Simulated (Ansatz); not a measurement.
## What (KF)1(LiBr)3 [001] superlattice, started as rocksalt type distorts into

Aim: this structure of (KF)1(LiBr)3 [001] superlattice, started as rocksalt type is to be tested for unstable modes, and one is followed downhill.

Calculated with Ansatz 0.2.0; DFT PBEsol, scalar-relativistic, plane waves, PAW.

The structure was built from a prototype and need not be the compound's stable phase.

### Step 1. Starting point

It takes space group P4/mmm (No. 123, tetragonal). The conventional cell has a = 3.743 Å, b = 3.743 Å, c = 11.830 Å, α = 90.00°, β = 90.00°, γ = 90.00°. Nearest to Br lie 5 Li at 2.65 to 2.73 Å and 1 K at 3.19 Å. Nearest to Br lie 6 Li at 2.65 to 2.74 Å. Nearest to F lie 4 K at 2.65 Å. Nearest to K lie 4 F at 2.65 Å and 2 Br at 3.19 Å. Nearest to Li lie 5 Br at 2.65 to 2.74 Å. Nearest to Li lie 6 Br at 2.65 to 2.73 Å. Farther neighbours and most contacts between anions are not listed.

Structure file:

```cif
data_structure
_symmetry_space_group_name_H-M 'P4/mmm'
_symmetry_Int_Tables_number 123
_cell_length_a 3.7428
_cell_length_b 3.7428
_cell_length_c 11.8303
_cell_angle_alpha 90.000
_cell_angle_beta 90.000
_cell_angle_gamma 90.000
_cell_volume 165.72
loop_
_atom_site_label
_atom_site_type_symbol
_atom_site_symmetry_multiplicity
_atom_site_Wyckoff_symbol
_atom_site_fract_x
_atom_site_fract_y
_atom_site_fract_z
_atom_site_occupancy
Br1 Br 2 g 0.00000 0.00000 0.26938 1
Br2 Br 1 d 0.50000 0.50000 0.50000 1
F1 F 1 c 0.50000 0.50000 0.00000 1
K1 K 1 a 0.00000 0.00000 0.00000 1
Li1 Li 2 h 0.50000 0.50000 0.26845 1
Li2 Li 1 b 0.00000 0.00000 0.50000 1
```

### Step 2. Zone-centre response

The cell comes from relaxations at this level that are not shown. The zone centre is the only wavevector solved here; it holds the modes that light can see, as far as symmetry allows. The response to a homogeneous field gives the Born charges and the dielectric tensor, and its change with displacement the Raman tensors.

The input, input.yaml:

```yaml
crystal:
  lattice:
    - [2.6465588508, 2.6465588508, 0.0]
    - [-2.6465588508, 2.6465588508, 0.0]
    - [0.0, 0.0, 11.8302523355]
  atoms:
    - { symbol: Br, position: [0.0, 0.0, 0.2693838995] }
    - { symbol: Br, position: [0.5, 0.5, 0.5] }
    - { symbol: Br, position: [0.0, 0.0, 0.7306161005] }
    - { symbol: F, position: [0.5, 0.5, 0.0] }
    - { symbol: K, position: [0.0, 0.0, 0.0] }
    - { symbol: Li, position: [0.5, 0.5, 0.2684468035] }
    - { symbol: Li, position: [0.0, 0.0, 0.5] }
    - { symbol: Li, position: [0.5, 0.5, 0.7315531965] }
kpoints:
  mp_grid: { grid: [8, 8, 2] }
hamiltonian:
  xc: pbesol
scf:
  occupations: { method: fixed }
output:
  eigenvalues: true
phonons:
  method: dfpt
  dielectric: true
  rigid_motions: translations
  raman: true
```

Run with:

```sh
ansatz run input.yaml --threads 8 --pin off --max-ram 14336MiB --backend cpu --events-out ev --progress --plain --runs-dir out
```

Numbers of over 12 decimals in the logs are rounded to 6 here.

The program printed:

```text
Engine: ansatz 0.2.0, aarch64-unknown-linux-gnu
Pseudopotentials: kind: paw
Pseudopotential: Br, paw, valence charge 7, recommended cutoff 420 eV (normal), Br.paw.azcp
Pseudopotential: F, paw, valence charge 7, recommended cutoff 420 eV (normal), F.paw.azcp
Pseudopotential: K, paw, valence charge 9, recommended cutoff 420 eV (normal), K.paw.azcp
Pseudopotential: Li, paw, valence charge 3, recommended cutoff 420 eV (normal), Li.paw.azcp
Functional definition: PBEsol
  exchange = pbesol_x
  correlation = pbesol_c
Crystal: 8 atoms, lattice volume = 165.725 Å³
Basis set: ecut = 420 eV, 3239 PW (Γ), exchange–correlation on 54×54×160 points (8 copies of the dense FFT grid, shifted against one another)
Bands: 31, of which v1, the nominal top of the filled ones, is band 23 counted from 1 (22 counted from 0)
Symmetry: 16 space group operations
k-points: 42 of 128 (irreducible under 2 space group operations, time reversal used)
Non-local potential: Br, projectors of the file, l = 0: 2, l = 1: 2, l = 2: 2
Non-local potential: F, projectors of the file, l = 0: 2, l = 1: 2, l = 2: 1
Non-local potential: K, projectors of the file, l = 0: 3, l = 1: 2, l = 2: 2
Non-local potential: Li, projectors of the file, l = 0: 3, l = 1: 2, l = 2: 1
PAW form: soft (Blöchl's): semilocal exchange-correlation on the pseudo side does not see the compensation charge
PAW frozen core: Br, regenerated for the run's functional, and the local potential with it (the file was generated under x = pbe(κ = 0.804, μ = 0.219515), c = pbe(β = 0.066725))
PAW frozen core: F, regenerated for the run's functional, and the local potential with it (the file was generated under x = pbe(κ = 0.804, μ = 0.219515), c = pbe(β = 0.066725))
PAW frozen core: K, regenerated for the run's functional, and the local potential with it (the file was generated under x = pbe(κ = 0.804, μ = 0.219515), c = pbe(β = 0.066725))
PAW one-centre angular grid: Br, 110 points (default); XC on 64 Gauss nodes
PAW one-centre angular grid: F, 110 points (default); XC on 64 Gauss nodes
PAW one-centre angular grid: K, 110 points (default); XC on 64 Gauss nodes
PAW one-centre angular grid: Li, 110 points (default); XC on 64 Gauss nodes
Initial density: superposition of atomic densities (neutral atoms: chi_scale 0, normalization atom), corrected by the library's trained network
Initial wavefunctions: pseudopotential atomic-orbital guess
Functional: x = pbesol(κ = 0.804, μ = 0.123457), c = pbesol(β = 0.046)
SCF iter   1: F=—  HF=-11146.473647 eV  |F-HF|=—  |Δ(HF+E_count)|=         —  Δρ=6.64e-3  dr2=6.27e-2  ethr=1.77e-3  ⟨swp⟩=5.2  Hψ=5611  notcnv=0  defer=214
preconditioner: auto → Resta (q_TF=auto, 2.204 Å⁻¹)  ε∞=3.0  [insulator: Δε(μ)=4.623 eV  Ē_g=12.197 eV  n_scr=28 (ndim 8)  ℏωp=17.3 eV  f_vac=0.026  ε∞_Penn≈3.0]
SCF iter   2: F=—  HF=-11146.458490 eV  |F-HF|=—  |Δ(HF+E_count)|=   1.52e-2  Δρ=2.94e-3  dr2=8.46e-3  ethr=1.36e-4  ⟨swp⟩=2.1  Hψ=2522  notcnv=0  defer=251
SCF iter   3: F=—  HF=-11146.456540 eV  |F-HF|=—  |Δ(HF+E_count)|=   1.95e-3  Δρ=7.95e-4  dr2=1.70e-3  ethr=1.84e-5  ⟨swp⟩=2.0  Hψ=2068  notcnv=0  defer=252
SCF iter   4: F=—  HF=-11146.456183 eV  |F-HF|=—  |Δ(HF+E_count)|=   3.57e-4  Δρ=2.14e-4  dr2=1.44e-4  ethr=3.70e-6  ⟨swp⟩=3.4  Hψ=2234  notcnv=0  defer=252
SCF iter   5: F=—  HF=-11146.456172 eV  |F-HF|=—  |Δ(HF+E_count)|=   1.10e-5  Δρ=3.69e-5  dr2=4.69e-6  ethr=3.12e-7  ⟨swp⟩=2.5  Hψ=1924  notcnv=0  defer=238
SCF iter   6: F=—  HF=-11146.456174 eV  |F-HF|=—  |Δ(HF+E_count)|=   1.46e-6  Δρ=1.06e-5  dr2=2.69e-7  ethr=1.02e-8  ⟨swp⟩=2.0  Hψ=1755  notcnv=0  defer=168
SCF iter   7: F=—  HF=-11146.456170 eV  |F-HF|=—  |Δ(HF+E_count)|=   3.33e-6  Δρ=1.74e-6  dr2=1.09e-8  ethr=5.85e-10  ⟨swp⟩=2.0  Hψ=2090  notcnv=0  defer=140
SCF iter   8: F=—  HF=-11146.456170 eV  |F-HF|=—  |Δ(HF+E_count)|=   6.29e-9  Δρ=4.86e-7  dr2=5.47e-10  ethr=2.37e-11  ⟨swp⟩=2.0  Hψ=1819  notcnv=0  defer=140
SCF iter   9: F=-11146.456170 eV  HF=-11146.456170 eV  |F-HF|=9.09e-12  |Δ(HF+E_count)|=  3.75e-10  Δρ=1.31e-7  dr2=3.05e-11  ethr=1.00e-12  ⟨swp⟩=16.6  Hψ=10301  notcnv=0
SCF 1 converged in 9 iterations: F = -11146.456170 eV  dr2 = 3.05e-11
  greatest PAW one-centre occupation: 0.999 electrons in one spin orbital (limit 2), on the Li atom at site 6 (counted from 0), in its partial waves of l = 0
DFPT response loops at Γ: preconditioner auto → Resta (q_TF=auto, 2.204 Å⁻¹)  ε∞=3.5 (no band partly filled); β = 1.00, the filter's whole step (`scf.mixing.beta` (0.50) is not read by the response loops at its default; to damp them type it under 1.00, their step now; it binds the ground state too); Broyden in place of MSR1
── the response to a field inside a basis, on 10×10×4 k-points: an SCF that follows is theirs, and a resumed run solves both again ──
Bands: 24, of which v1, the nominal top of the filled ones, is band 23 counted from 1 (22 counted from 0)
k-points: 30 of 400
Initial density: handed on by an earlier stage of this run
Initial wavefunctions: pseudopotential atomic-orbital guess (no wavefunctions were taken with the density)
Eigensolver: Dense (30 Hₖ)
SCF iter   1: F=—  HF=-11146.423261 eV  |F-HF|=—  |Δ(HF+E_count)|=         —  Δρ=2.47e-4  dr2=2.94e-5  ethr=1.00e-1
preconditioner: auto → Resta (q_TF=auto, 2.204 Å⁻¹)  ε∞=3.6  [insulator: Δε(μ)=5.150 eV  Ē_g=10.828 eV  n_scr=28 (ndim 8)  ℏωp=17.3 eV  f_vac=0.022  ε∞_Penn≈3.6]
SCF iter   2: F=—  HF=-11146.423267 eV  |F-HF|=—  |Δ(HF+E_count)|=   6.67e-6  Δρ=9.17e-5  dr2=8.79e-6  ethr=6.39e-8
SCF iter   3: F=—  HF=-11146.423270 eV  |F-HF|=—  |Δ(HF+E_count)|=   2.49e-6  Δρ=5.28e-5  dr2=1.53e-6  ethr=1.91e-8
SCF iter   4: F=—  HF=-11146.423271 eV  |F-HF|=—  |Δ(HF+E_count)|=   1.25e-6  Δρ=1.92e-5  dr2=2.26e-7  ethr=3.33e-9
SCF iter   5: F=—  HF=-11146.423271 eV  |F-HF|=—  |Δ(HF+E_count)|=   1.64e-7  Δρ=3.35e-6  dr2=1.02e-8  ethr=4.91e-10
SCF iter   6: F=—  HF=-11146.423271 eV  |F-HF|=—  |Δ(HF+E_count)|=   4.38e-9  Δρ=3.10e-7  dr2=2.13e-10  ethr=2.21e-11
SCF iter   7: F=-11146.423271 eV  HF=-11146.423271 eV  |F-HF|=3.64e-12  |Δ(HF+E_count)|=  6.91e-11  Δρ=3.53e-8  dr2=3.33e-12  ethr=1.00e-12
SCF 1 converged in 7 iterations: F = -11146.423271 eV  dr2 = 3.33e-12
DFPT response loops at Γ: preconditioner auto → Resta (q_TF=auto, 2.204 Å⁻¹)  ε∞=3.4 (no band partly filled); β = 1.00, the filter's whole step (`scf.mixing.beta` (0.50) is not read by the response loops at its default; to damp them type it under 1.00, their step now; it binds the ground state too); Broyden in place of MSR1
DFPT response loops at Γ: mixed as the last ones told, above
SCF converged after 9 iterations
Free energy (F): -11146.456170 eV
[...]
ASR residual per site (eV/Å²): 1.51e-4 1.54e-4 1.51e-4 8.55e-5 1.41e-4 2.31e-4 4.31e-4 2.31e-4
  Γ frequencies (cm⁻¹): -142.62 0.00 0.00 0.00 40.05 40.05 48.93 48.93 71.72 71.72 85.79 104.88 133.38 177.16 177.16 184.52 194.86 226.67 226.67 228.41 228.41 230.32 230.32 252.53
  ε∞ (high-frequency dielectric tensor):
        3.043657     0.000000     0.000000
        0.000000     3.043657     0.000000
        0.000000     0.000000     2.840413
  softest optical mode at Γ: -142.62 cm⁻¹; the repairs (sum rule, projections) moved no ω² at Γ by more than (4.40 cm⁻¹)²
  Born effective charges Z* (e; rows j = field, columns β = displacement):
    site 0:
        -1.23541   -0.00000   -0.00000
         0.00000   -1.23541   -0.00000
        -0.00000   -0.00000   -0.85584
    site 1:
        -1.20411    0.00000    0.00000
         0.00000   -1.20411    0.00000
         0.00000   -0.00000   -0.94104
    site 2:
        -1.23541   -0.00000    0.00000
         0.00000   -1.23541    0.00000
         0.00000    0.00000   -0.85584
    site 3:
        -1.23434    0.00000    0.00000
        -0.00000   -1.23434    0.00000
         0.00000   -0.00000   -1.44612
    site 4:
         1.14161    0.00000    0.00000
        -0.00000    1.14161    0.00000
         0.00000   -0.00000    1.32251
    site 5:
         1.27380    0.00000   -0.00000
        -0.00000    1.27380   -0.00000
         0.00000    0.00000    0.91918
    site 6:
         1.22006    0.00000    0.00000
        -0.00000    1.22006    0.00000
         0.00000   -0.00000    0.93796
    site 7:
         1.27380    0.00000    0.00000
        -0.00000    1.27380    0.00000
        -0.00000   -0.00000    0.91918
  Z* charge neutrality: 1.109e-2 e pre-enforcement
  solved inside a basis spanned on kpoints, on 10×10×4 k-points: ε∞ is read to err by 1.0e-2, Z* by 1.2e-2 e (field_mesh: kpoints solves on kpoints); Z* is corrected for what the basis lacks
  Raman tensors (in the event stream and the table raman_tensors.tsv): an entry may err by 2.5e-2 Å², one of the second-order susceptibility by 1.8e-19 pm/V (basis, points and sum rule); their sum over the sites missed zero by 1.110e-16 Å² ahead of its enforcement
  optical modes at Γ without the LO–TO term, one row a degenerate level:
      ω (cm⁻¹)  modes    IR ((D/Å)²/amu)  static Raman (Å⁴/amu)  depolarisation
       -142.62      1             8.0711                 0.0000               —
         40.05      2             0.0756                 0.0000               —
         48.93      2             0.0000                 0.1121           0.750
         71.72      2             0.0054                 0.0000               —
         85.79      1             0.0000                 3.4205           0.332
        104.88      1             0.6691                 0.0000               —
        133.38      1             1.2990                 0.0000               —
        177.16      2             3.7995                 0.0000               —
        184.52      1             1.1294                 0.0000               —
        194.86      1             0.0000                10.0917           0.048
        226.67      2            35.3798                 0.0000               —
        228.41      2             0.0000                 0.1619           0.750
        230.32      2             0.0505                 0.0000               —
        252.53      1             1.6236                 0.0000               —
  optical modes at Γ + LO–TO along q̂ = [1.0000, 0.0000, 0.0000]:
      ω (cm⁻¹)  modes    IR ((D/Å)²/amu)  static Raman (Å⁴/amu)  depolarisation
       -142.62      1             8.0711                 0.0000               —
         40.05      1             0.0378                 0.0000               —
         40.77      1             0.0049                 0.0000               —
         48.93      2             0.0000                 0.1121           0.750
         71.72      1             0.0027                 0.0000               —
         71.75      1             0.0003                 0.0000               —
         85.79      1             0.0000                 3.4205           0.332
        104.88      1             0.6691                 0.0000               —
        133.38      1             1.2990                 0.0000               —
        177.16      1             1.8997                 0.0000               —
        181.58      1             0.0693                 0.0000               —
        184.52      1             1.1294                 0.0000               —
        194.86      1             0.0000                10.0917           0.048
        226.67      1            17.6899                 0.0000               —
        228.41      2             0.0000                 0.1619           0.750
        230.31      1             0.0000                 0.0000               —
        230.32      1             0.0253                 0.0000               —
        252.53      1             1.6236                 0.0000               —
        364.48      1            19.5809                 0.0000               —
  optical modes at Γ + LO–TO along q̂ = [0.0000, 1.0000, 0.0000]:
      ω (cm⁻¹)  modes    IR ((D/Å)²/amu)  static Raman (Å⁴/amu)  depolarisation
       -142.62      1             8.0711                 0.0000               —
         40.05      1             0.0378                 0.0000               —
         40.77      1             0.0049                 0.0000               —
         48.93      2             0.0000                 0.1121           0.750
         71.72      1             0.0027                 0.0000               —
         71.75      1             0.0003                 0.0000               —
         85.79      1             0.0000                 3.4205           0.332
        104.88      1             0.6691                 0.0000               —
        133.38      1             1.2990                 0.0000               —
        177.16      1             1.8997                 0.0000               —
        181.58      1             0.0693                 0.0000               —
        184.52      1             1.1294                 0.0000               —
        194.86      1             0.0000                10.0917           0.048
        226.67      1            17.6899                 0.0000               —
        228.41      2             0.0000                 0.1619           0.750
        230.31      1             0.0000                 0.0000               —
        230.32      1             0.0253                 0.0000               —
        252.53      1             1.6236                 0.0000               —
        364.48      1            19.5809                 0.0000               —
  optical modes at Γ + LO–TO along q̂ = [0.0000, 0.0000, 1.0000]:
      ω (cm⁻¹)  modes    IR ((D/Å)²/amu)  static Raman (Å⁴/amu)  depolarisation
        -23.10      1             1.5810                 0.0000               —
         40.05      2             0.0756                 0.0000               —
         48.93      2             0.0000                 0.1121           0.750
         71.72      2             0.0054                 0.0000               —
         85.79      1             0.0000                 3.4205           0.332
        114.00      1             0.2074                 0.0000               —
        159.38      1             1.0655                 0.0000               —
        177.16      2             3.7995                 0.0000               —
        194.86      1             0.0000                10.0917           0.048
        210.48      1             2.5094                 0.0000               —
        226.67      2            35.3798                 0.0000               —
        228.41      2             0.0000                 0.1619           0.750
        230.32      2             0.0505                 0.0000               —
        286.47      1             7.4289                 0.0000               —
[key lines of the parts left out:]
Fermi energy:    1.710336 eV
```

It took 2.6 min on 8 threads of Arm Neoverse V2, shared host; peak memory 3.4 GiB.

In the SCF lines HF is the Harris–Foulkes energy and dr2 the Hartree energy of the density residual, in eV; the loop may stop once dr2 is under the threshold and the program's other checks hold. Hψ counts applications of the Hamiltonian.

This step gave:

* gap on the k-mesh: 4.964 eV
* volume per atom: 20.72 Å³
* sum-rule residual before enforcement: 4.31e-4 eV/Å²
* miss of the charge sum rule: 0.01109 e
* estimated error of the dielectric tensor: 0.01033
* estimated error of the Born charges: 0.01158 e
* point group: 4/mmm
* highest optical mode at the zone centre (no LO-TO term): 252.5 cm⁻¹
* lowest optical zone-centre mode: -142.6 cm⁻¹
* mean high-frequency dielectric constant: 2.976
* largest Born charge (third of the trace): -1.305 e
* top of the zone-centre spectrum with the field: 364.5 cm⁻¹

Without the LO-TO term. Patterns of degenerate modes are one choice out of their space. Modes at Γ, with each element's share of the kinetic energy (negative means imaginary):

```
mode  frequency (cm⁻¹)  symmetry  Br %  F %  K %  Li %
   1            -142.6       A2u     0   51    0    48
   2               0.0  acoustic    75    6   12     7
   3               0.0  acoustic    75    6   12     7
   4               0.0  acoustic    75    6   12     7
   5              40.0        Eu    18   21   59     1
   6              40.0        Eu    18   21   59     1
   7              48.9        Eg    94    0    0     6
   8              48.9        Eg    94    0    0     6
   9              71.7        Eu    92    0    1     7
  10              71.7        Eu    92    0    1     7
  11              85.8       A1g    89    0    0    11
  12             104.9       A2u    84    0   15     2
  13             133.4       A2u    34   12   37    18
  14             177.2        Eu     0   72   28     0
  15             177.2        Eu     0   72   28     0
  16             184.5       A2u     3   17   26    55
  17             194.9       A1g    11    0    0    89
  18             226.7        Eu     7    0    0    93
  19             226.7        Eu     7    0    0    93
  20             228.4        Eg     6    0    0    94
  21             228.4        Eg     6    0    0    94
  22             230.3        Eu     7    0    0    93
  23             230.3        Eu     7    0    0    93
  24             252.5       A2u     4   14   10    72
```

Displacements in mode 1 (-142.6 cm⁻¹), the largest set to 1:
```
Br1  0.00  0.00  0.00
Br2  0.00  0.00 -0.04
Br3  0.00  0.00  0.00
F4   0.00  0.00  0.89
K5   0.00  0.00  0.04
Li6  0.00  0.00 -1.00
Li7  0.00  0.00 -0.18
Li8  0.00  0.00 -1.00
```

Displacements in mode 12 (104.9 cm⁻¹), the largest set to 1:
```
Br1  0.00  0.00 -0.31
Br2  0.00  0.00  1.00
Br3  0.00  0.00 -0.31
F4   0.00  0.00 -0.01
K5   0.00  0.00 -0.66
Li6  0.00  0.00 -0.35
Li7  0.00  0.00  0.09
Li8  0.00  0.00 -0.35
```

Before it was imposed, the acoustic sum rule was missed by 4.3e-4 eV/Å² and the charge sum rule by 0.011 e. Small misses are needed for a sound result but don't prove that mesh and cutoff are converged. The lowest optical mode is imaginary, 142.6i cm⁻¹, so the energy falls along it.

(Part 1 of 3 ends here.)

[Logs are printed without paths, hosts, clocks, repeated set-up lines and the standing remarks that a program may print on its own settings, such as how far it seeks lower states.]

[Hosts, paths, dates, database ids (printed as entryN), source tags and the programs' standing remarks are cut or masked in the printed files.]
